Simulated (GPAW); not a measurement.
## benzene-1,4-diselenol between two Au chains: transmission at several levels

Wanted: the zero-bias transmission of benzene-1,4-diselenol between two Au chains on a ladder of levels, with run times.

Method: GPAW LCAO, PAW setups; Landauer transmission from Green's functions with principal layers (ASE), zero bias, in GPAW 26.7.0.

Report form: the programs' logs are mostly left out.

### 1. Starting point

The cell holds 22 atoms: 10 Au, 2 Se, 6 C and 4 H. Its edges and angles: a = 10.803 Å, b = 10.023 Å, c = 33.589 Å, α = 90.0°, β = 90.0°, γ = 90.0°. Regions: left lead, 5 atoms (5 Au); channel, 12 atoms (2 Se, 6 C and 4 H); right lead, 5 atoms (5 Au). Vacuum lies along a and b. The structure is stacked along c, and the current runs across the ab planes.

### 2. Double-zeta polarised basis

Localised orbitals split the wire into layers that couple to their neighbours alone, which is what the Green's function method needs; double zeta with polarisation is the usual level for numbers.

run.py reads:

```python
import json
import numpy as np
from ase import Atoms
from ase.transport.calculators import TransportCalculator
from gpaw import GPAW, FermiDirac
from gpaw.lcao.tools import get_lcao_hamiltonian
from scipy.linalg import eigh

# The junction with lead layers at both ends, along the third cell vector
device = Atoms(
    ['Au', 'Au', 'Au', 'Au', 'Au', 'Se', 'C', 'H', 'H', 'C', 'C', 'C', 'C', 'H', 'H', 'C', 'Se', 'Au', 'Au', 'Au', 'Au', 'Au'],
    positions=[
        [5.40150, 5.01166, 1.30000],
        [5.40150, 5.01166, 3.90000],
        [5.40150, 5.01166, 6.50000],
        [5.40150, 5.01166, 9.10000],
        [5.40150, 5.01166, 11.70000],
        [5.40150, 3.25144, 13.47528],
        [5.40150, 3.25000, 15.39429],
        [3.25000, 3.25068, 15.55805],
        [7.55301, 3.25068, 15.55805],
        [4.18982, 3.25009, 16.09510],
        [6.61319, 3.25008, 16.09510],
        [4.18982, 3.25009, 17.49378],
        [6.61319, 3.25009, 17.49378],
        [3.25000, 3.25068, 18.03082],
        [7.55301, 3.25068, 18.03082],
        [5.40150, 3.25000, 18.19459],
        [5.40150, 3.25144, 20.11360],
        [5.40150, 5.01166, 21.88888],
        [5.40150, 5.01166, 24.48888],
        [5.40150, 5.01166, 27.08888],
        [5.40150, 5.01166, 29.68888],
        [5.40150, 5.01166, 32.28888]],
    cell=[[10.80301, 0.0, 0.0], [0.0, 10.02332, 0.0], [0.0, 0.0, 33.58888]],
    pbc=True)

# One principal layer of the lead: the first 3 atoms of the device
lead = Atoms(
    ['Au', 'Au', 'Au'],
    positions=[
        [5.40150, 5.01166, 1.30000],
        [5.40150, 5.01166, 3.90000],
        [5.40150, 5.01166, 6.50000]],
    cell=[[10.80301, 0.0, 0.0], [0.0, 10.02332, 0.0], [0.0, 0.0, 7.8]],
    pbc=True)

settings = dict(mode='lcao', basis='dzp', xc='PBE', h=0.2,
                occupations=FermiDirac(0.1), maxiter=250,
                mixer=dict(beta=0.1, nmaxold=8, weight=100.0),
                convergence=dict(density=0.0001))
energies = np.arange(-3, 3 + 1e-9, 0.075)
eta = 0.0001
n1, n2 = 1, 1
# k and -k transmit alike, so half of the mesh across the current serves
mesh = [(i, j) for i in range(n1) for j in range(n2) if (i, j) <= (-i % n1, -j % n2)]
weights = np.array([1 if (i, j) == (-i % n1, -j % n2) else 2 for i, j in mesh]) / (n1 * n2)

# [... helper functions left out ...]
fermi_lead = ground_state(lead, (1, 1, 15), 'lead.txt')
fermi_device = ground_state(device, (1, 1, 3), 'device.txt')
# [... loop over the mesh left out, but for ...]
        # Shift the lead onto the potential of the device's first layer
        shift = ((H[:, 0, 0] - H0[:, 0, 0]) / S0[0, 0]).real.mean()
# [...]
kT = 8.617333e-5 * 500
bias = [0.1, 0.2, 0.5, 1.0, 1.5, 2.0]
# [... integrals and printing left out ...]
```

Command:

```sh
OMP_NUM_THREADS=1 OPENBLAS_NUM_THREADS=1 python run.py
```

Elapsed: 1.9 min, on 1 thread of AMD EPYC 7R43, shared host; peak memory 1.5 GiB.

Numbers from this step:

- conductance: 0.5839 G₀
- largest coupling past the next principal layer: 2.46e-7 eV
- largest misfit of the first principal layer: 0.05629 eV
- shift that aligns the lead: -0.01627 eV
- basis functions of the junction: 274
- basis functions of a principal layer: 45
- transmission at the Fermi level (one spin): 0.5377

One spin. Transmission, zone mean against energy, zero at the Fermi level:

```tsv
energy (eV)	transmission, zone mean
-3.00	0.839
-2.92	0.990
-2.77	0.699
-2.62	0.951
-2.55	0.877
-2.40	0.630
-2.17	0.380
-1.95	0.221
-1.73	0.336
-1.57	0.129
-1.35	0.141
-1.12	0.892
-1.05	0.999
-0.90	0.977
-0.75	0.873
-0.53	0.613
-0.30	0.786
-0.15	1.49
-0.07	0.594
0.00	0.538
0.07	0.471
0.30	0.295
0.53	0.189
0.75	0.130
0.90	0.107
1.12	0.0842
1.35	0.0711
1.57	0.0638
1.73	0.0612
1.95	0.0602
2.17	0.0623
2.40	0.0681
2.55	0.0749
2.77	0.0921
3.00	0.125
```

Not self-consistent under bias; the bias window is split evenly. Table of current through one cell, from the zero-bias transmission by bias:

```tsv
bias (V)	current through one cell, from the zero-bias transmission (μA)
0.100	4.59
0.200	9.55
0.500	26.7
1.000	46.3
1.500	63.5
2.000	83.9
```

Transmission of the three most open eigenchannels against energy, zero at the Fermi level:

```tsv
energy (eV)	channel 1	channel 2	channel 3
-3.0000	0.839	0	0
-2.7750	0.690	0.00725	0.00158
-2.4750	0.717	0.0305	6.3e-4
-2.2500	0.433	0.0177	0.00146
-2.0250	0.247	0.0137	0.00419
-1.7250	0.329	0.00738	6.8e-7
-1.5000	0.121	0.00291	1.8e-5
-1.2750	0.196	0.00919	2.2e-4
-0.9750	0.981	0.00411	0.00122
-0.7500	0.870	0.00197	0.00105
-0.5250	0.603	0.00982	3.1e-4
-0.2250	0.791	0.537	6.3e-9
0.0000	0.538	1.4e-11	0
0.2250	0.346	0	0
0.5250	0.189	0	0
0.7500	0.130	0	0
0.9750	0.0980	0	0
1.2750	0.0747	0	0
1.5000	0.0657	0	0
1.7250	0.0612	0	0
2.0250	0.0605	0	0
2.2500	0.0637	0	0
2.4750	0.0712	0	0
2.7750	0.0921	0	0
3.0000	0.125	0	0
```

Couplings past the next layer reach 2.5e-7 eV, small enough to drop; the matrix elements of the cell's first layer differ from the bulk lead's by up to 0.056 eV. That layer keeps its own values in the calculation, and only beyond it is the lead taken as perfect. The Fermi levels of lead and junction count from different zeros of potential, one for each periodic cell; with both set to zero, the small remaining shift is what aligns them. Without spin-orbit coupling, which is large for these atoms, channel counts and T are those of the scalar-relativistic bands. By hand: G = 0.5839 × 77.48 μS = 45.2 μS, a resistance of 22.1 kΩ; at 0.1 V a linear junction would pass 4.52 μA, and the integral over the bias window gives 4.59 μA.

### 3. Single-zeta polarised basis

The second zeta is dropped, the polarisation orbitals stay.

run.py, as its differences from that of step 2:

```diff
@@ -47,3 +47,3 @@
 
-settings = dict(mode='lcao', basis='dzp', xc='PBE', h=0.2,
+settings = dict(mode='lcao', basis='szp(dzp)', xc='PBE', h=0.2,
                 occupations=FermiDirac(0.1), maxiter=250,
```

It took 100 s on 1 thread; peak memory 1.4 GiB.

This step gave:

```yaml
conductance: 0.5313 G₀
largest_coupling_past_the_next_principal_layer: 2.47e-7 eV
largest_misfit_of_the_first_principal_layer: 0.06010 eV
shift_that_aligns_the_lead: -0.01736 eV
basis_functions_of_the_junction: 178
basis_functions_of_a_principal_layer: 27
transmission_at_the_fermi_level_one_spin: 0.4849
```

One spin. Transmission, zone mean against energy, zero at the Fermi level:

```tsv
energy (eV)	transmission, zone mean
-3.00	0.331
-2.77	0.518
-2.70	0.552
-2.55	0.281
-2.40	0.186
-2.17	0.119
-1.95	0.0850
-1.73	0.0810
-1.57	0.0700
-1.35	0.162
-1.27	0.972
-1.12	0.946
-0.90	0.788
-0.75	0.536
-0.53	0.395
-0.30	0.673
-0.15	1.42
-0.07	0.544
0.00	0.485
0.07	0.423
0.30	0.275
0.53	0.190
0.75	0.143
0.90	0.123
1.12	0.105
1.35	0.0964
1.57	0.0942
1.73	0.0962
1.95	0.105
2.17	0.125
2.40	0.163
2.55	0.210
2.77	0.357
3.00	0.729
```

Not self-consistent under bias; the bias window is split evenly. Current through one cell, from the zero-bias transmission against bias:

```tsv
bias (V)	current through one cell, from the zero-bias transmission (μA)
0.100	4.18
0.200	8.72
0.500	24.2
1.000	40.6
1.500	52.7
2.000	69.2
```

Transmission of the three most open eigenchannels against energy, zero at the Fermi level:

```tsv
energy (eV)	channel 1	channel 2	channel 3
-3.00	0.331	0	0
-2.85	0.285	6.9e-5	5.1e-8
-2.70	0.537	0.0151	4.8e-4
-2.55	0.270	0.0108	3.7e-4
-2.33	0.153	0.00600	7.2e-4
-2.17	0.113	0.00511	0.00116
-2.02	0.0853	0.00536	0.00257
-1.88	0.0684	0.0114	5.9e-4
-1.73	0.0795	0.00151	7.5e-8
-1.57	0.0697	3.2e-4	2.0e-6
-1.35	0.160	0.00268	4.3e-5
-1.20	0.883	0.00235	1.9e-4
-1.05	0.891	8.0e-4	4.2e-4
-0.90	0.786	0.00138	4.6e-4
-0.75	0.536	4.3e-4	1.9e-4
-0.60	0.396	0.00525	1.4e-4
-0.38	0.420	0.0652	5.2e-5
-0.23	0.739	0.432	2.1e-9
-0.07	0.544	1.0e-5	0
0.00	0.485	8.3e-11	0
0.07	0.423	0	0
0.23	0.317	0	0
0.38	0.241	0	0
0.60	0.171	0	0
0.75	0.143	0	0
0.90	0.123	0	0
1.05	0.110	0	0
1.20	0.101	0	0
1.35	0.0964	0	0
1.57	0.0942	0	0
1.73	0.0962	0	0
1.88	0.101	0	0
2.02	0.110	0	0
2.17	0.125	0	0
2.33	0.147	0	0
2.55	0.210	0	0
2.70	0.292	0	0
2.85	0.446	0	0
3.00	0.729	0	0
```

The conductance, 0.531 G₀, lies 9.0 % below that of the dzp run.

### 4. Minimal basis

One function for each valence shell of the setup, as for a first survey of a large system.

run.py, as its differences from that of step 3:

```diff
@@ -47,3 +47,3 @@
 
-settings = dict(mode='lcao', basis='szp(dzp)', xc='PBE', h=0.2,
+settings = dict(mode='lcao', basis='sz(dzp)', xc='PBE', h=0.2,
                 occupations=FermiDirac(0.1), maxiter=250,
```

Run time: 86 s. Hardware: 1 thread; peak memory 1.4 GiB.

Numbers from this step:

| Item | Value |
| --- | --- |
| conductance | 0.4789 G₀ |
| largest misfit of the first principal layer | 0.06150 eV |
| shift that aligns the lead | -0.01806 eV |
| basis functions of the junction | 96 |
| basis functions of a principal layer | 18 |
| transmission at the Fermi level (one spin) | 0.4321 |

One spin. Table of transmission, zone mean by energy, zero at the Fermi level:

```tsv
energy (eV)	transmission, zone mean
-3.00	0.112
-2.77	0.303
-2.55	0.139
-2.40	0.109
-2.17	0.0839
-1.95	0.0694
-1.73	0.102
-1.57	0.0630
-1.35	0.191
-1.20	0.996
-1.12	0.891
-0.90	0.720
-0.75	0.473
-0.53	0.363
-0.30	0.572
-0.15	1.35
-0.07	0.495
0.00	0.432
0.07	0.374
0.30	0.246
0.53	0.174
0.75	0.133
0.90	0.116
1.12	0.100
1.35	0.0924
1.57	0.0903
1.73	0.0920
1.95	0.100
2.17	0.118
2.40	0.153
2.55	0.195
2.77	0.331
3.00	0.702
```

The conductance, 0.479 G₀, lies 18 % below that of the dzp run.

### 5. revPBE in the dzp basis: xc = "revPBE"

Back in the dzp basis, the functional changes from PBE to revPBE, to set the spread between functionals beside that between bases.

run.py, as its differences from that of step 4:

```diff
@@ -47,3 +47,3 @@
 
-settings = dict(mode='lcao', basis='sz(dzp)', xc='PBE', h=0.2,
+settings = dict(mode='lcao', basis='dzp', xc='revPBE', h=0.2,
                 occupations=FermiDirac(0.1), maxiter=250,
```

Elapsed: 1.9 min, on 1 thread; peak memory 1.5 GiB.

This step gave:

```yaml
conductance: 0.5719 G₀
largest_coupling_past_the_next_principal_layer: 2.61e-7 eV
largest_misfit_of_the_first_principal_layer: 0.05442 eV
shift_that_aligns_the_lead: -0.01396 eV
basis_functions_of_the_junction: 274
basis_functions_of_a_principal_layer: 45
transmission_at_the_fermi_level_one_spin: 0.5266
```

The conductance, 0.572 G₀, lies 2.1 % below that of the dzp run.

### 6. The ladder

Times are for 1 thread of AMD EPYC 7R43, shared host. The series side by side:

```tsv
no.	run	conductance (G₀)	time	memory (GiB)
1	dzp	0.5839	1.9 min	1.5
2	szp	0.5313	100 s	1.4
3	sz	0.4789	86 s	1.4
4	dzp revPBE	0.5719	1.9 min	1.5
```

### 7. Comparison

The curves are compared point by point over the common energies.

This step: comparison of transmission and cost over codes and levels (GPAW 26.7.0).

Ladder, by row:

```tsv
step	code	T at the Fermi level (sum over the listed spins)	conductance (G0)	r.m.s. T(E) from the first	wall time (s)	peak memory (GiB)	threads
dzp	GPAW	0.5377	0.5839	0	111.9	1.47	1
szp	GPAW	0.4849	0.5313	0.2442	99.61	1.45	1
sz	GPAW	0.4321	0.4789	0.2825	86.44	1.4	1
dzp-revPBE	GPAW	0.5266	0.5719	0.03873	113.6	1.47	1
```

Table of transmission, zone mean, sum over the listed spins by energy, zero at the Fermi level:

```tsv
energy (eV)	dzp	szp	sz	dzp-revPBE
-3.0000	0.839	0.331	0.112	0.824
-2.9250	0.990	0.272	0.121	0.992
-2.7750	0.699	0.518	0.303	0.709
-2.6250	0.951	0.392	0.174	0.967
-2.4750	0.748	0.222	0.121	0.758
-2.2500	0.452	0.138	0.0915	0.453
-2.0250	0.265	0.0932	0.0725	0.262
-1.7250	0.336	0.0810	0.102	0.0254
-1.5000	0.124	0.0768	0.0717	0.124
-1.2750	0.205	0.972	0.576	0.204
-1.2000	0.926	0.885	0.996	0.965
-1.0500	0.999	0.892	0.848	1.00
-0.9750	0.987	0.861	0.807	0.985
-0.7500	0.873	0.536	0.473	0.882
-0.5250	0.613	0.395	0.363	0.619
-0.2250	1.33	1.17	1.02	1.33
-0.1500	1.49	1.42	1.35	1.45
0.0000	0.538	0.485	0.432	0.527
0.2250	0.346	0.317	0.281	0.340
0.5250	0.189	0.190	0.174	0.187
0.7500	0.130	0.143	0.133	0.129
0.9750	0.0980	0.116	0.110	0.0974
1.2750	0.0747	0.0985	0.0944	0.0744
1.5000	0.0657	0.0942	0.0904	0.0655
1.7250	0.0612	0.0962	0.0920	0.0610
2.0250	0.0605	0.110	0.105	0.0603
2.2500	0.0637	0.135	0.127	0.0634
2.4750	0.0712	0.184	0.171	0.0706
2.7750	0.0921	0.357	0.331	0.0907
3.0000	0.125	0.729	0.702	0.122
```

### 8. Temperature 150, k-points along the lead 2

Temperature enters only through the Fermi window. The lead's own mesh along the current sets its density and potential; where the lead is aligned to the junction's end layer, a rigid shift drops out.

This step: GPAW LCAO, PAW setups; Landauer transmission from Green's functions with principal layers (ASE), zero bias (GPAW 26.7.0).

run.py, as its differences from that of step 5:

```diff
@@ -47,3 +47,3 @@
 
-settings = dict(mode='lcao', basis='dzp', xc='revPBE', h=0.2,
+settings = dict(mode='lcao', basis='dzp', xc='PBE', h=0.2,
                 occupations=FermiDirac(0.1), maxiter=250,
@@ -59,3 +59,3 @@
 # [... helper functions left out ...]
-fermi_lead = ground_state(lead, (1, 1, 15), 'lead.txt')
+fermi_lead = ground_state(lead, (1, 1, 2), 'lead.txt')
 fermi_device = ground_state(device, (1, 1, 3), 'device.txt')
@@ -65,3 +65,3 @@
 # [...]
-kT = 8.617333e-5 * 500
+kT = 8.617333e-5 * 150
 bias = [0.1, 0.2, 0.5, 1.0, 1.5, 2.0]
```

The job ended after 1.9 min (1 thread; peak memory 1.5 GiB).

The run finished with changed settings (temperature = 150 and lead_nz = 2); it serves as a test.

Side by side:

```tsv
quantity	this run	sound run	difference
conductance (G₀)	0.54000	0.58386	-0.0439
largest coupling past the next principal layer (eV)	2.453e-7	2.459e-7	-6.1e-10
largest misfit of the first principal layer (eV)	0.19886	0.056292	0.143
shift that aligns the lead (eV)	0.46213	-0.016266	0.478
transmission at the Fermi level (one spin)	0.53048	0.53770	-0.00723
```

The two runs differ clearly in the largest misfit of the first principal layer: 0.199 eV against 0.0563 eV.

### 9. Broadening 0.01, k-points along the lead 2

The broadening keeps the Green's functions finite; too large a value absorbs electrons where channels are open and leaks them where none are. The lead's own mesh along the current sets its density and potential; where the lead is aligned to the junction's end layer, a rigid shift drops out.

run.py, as its differences from that of step 8:

```diff
@@ -52,3 +52,3 @@
 energies = np.arange(-3, 3 + 1e-9, 0.075)
-eta = 0.0001
+eta = 0.01
 n1, n2 = 1, 1
@@ -65,3 +65,3 @@
 # [...]
-kT = 8.617333e-5 * 150
+kT = 8.617333e-5 * 500
 bias = [0.1, 0.2, 0.5, 1.0, 1.5, 2.0]
```

Elapsed: 2.2 min, on 1 thread; peak memory 1.5 GiB.

The run finished with changed settings (eta = 0.01 and lead_nz = 2); it serves as a test.

The two runs compared:

```tsv
quantity	this run	sound run	difference
conductance (G₀)	0.47290	0.58386	-0.111
largest coupling past the next principal layer (eV)	2.453e-7	2.459e-7	-6.1e-10
largest misfit of the first principal layer (eV)	0.19886	0.056292	0.143
shift that aligns the lead (eV)	0.46213	-0.016266	0.478
transmission at the Fermi level (one spin)	0.45486	0.53770	-0.0828
```

The two runs differ clearly in the largest misfit of the first principal layer: 0.199 eV against 0.0563 eV.

### 10. Summary of results

```yaml
conductance: 0.584 G₀
transmission_at_the_fermi_level_mean_of_the_spins: 0.538
```

**Reading.** In the dzp basis the junction conducts 0.584 G₀ at 500 K, with T = 0.538 a spin at the Fermi level; the szp basis reaches that conductance within 10 %. At the Fermi level one eigenchannel carries the current (0.54). Measured against the first run (dzp), the nearest curve is that of dzp-revPBE (r.m.s. 0.039) and the farthest that of sz (0.28). Over the compared runs wall time goes from 86 s (sz) to 114 s (dzp-revPBE), on a shared host. The geometry was built from estimated bond lengths and not relaxed, so the numbers describe this model structure. Spin-orbit coupling is left out, which matters for the heavy atoms here. Semilocal functionals put molecular levels too near the Fermi level, so such conductances usually come out too high, and chain electrodes have a sharper density of states than real ones. An evenly spaced straight chain is an idealisation: free chains tend to dimerise, zigzag or, where a band edge lies near the Fermi level, turn magnetic. The currents use the zero-bias T(E) throughout, which holds only while the bias is small against the distance to the nearest feature. Within about eight thermal energies of the Fermi level ln T(E) bends sharply from one computed energy to the next, or the lead's channel count changes, so the thermal averages, above all the thermopower, rest on an interpolation that may be rough.

[Logs are printed without paths, hosts, clocks, repeated set-up lines and the standing remarks that a program may print on its own settings, such as how far it seeks lower states.]

[Hosts, paths, dates, database ids (printed as entryN), source tags and the programs' standing remarks are cut or masked in the printed files.]
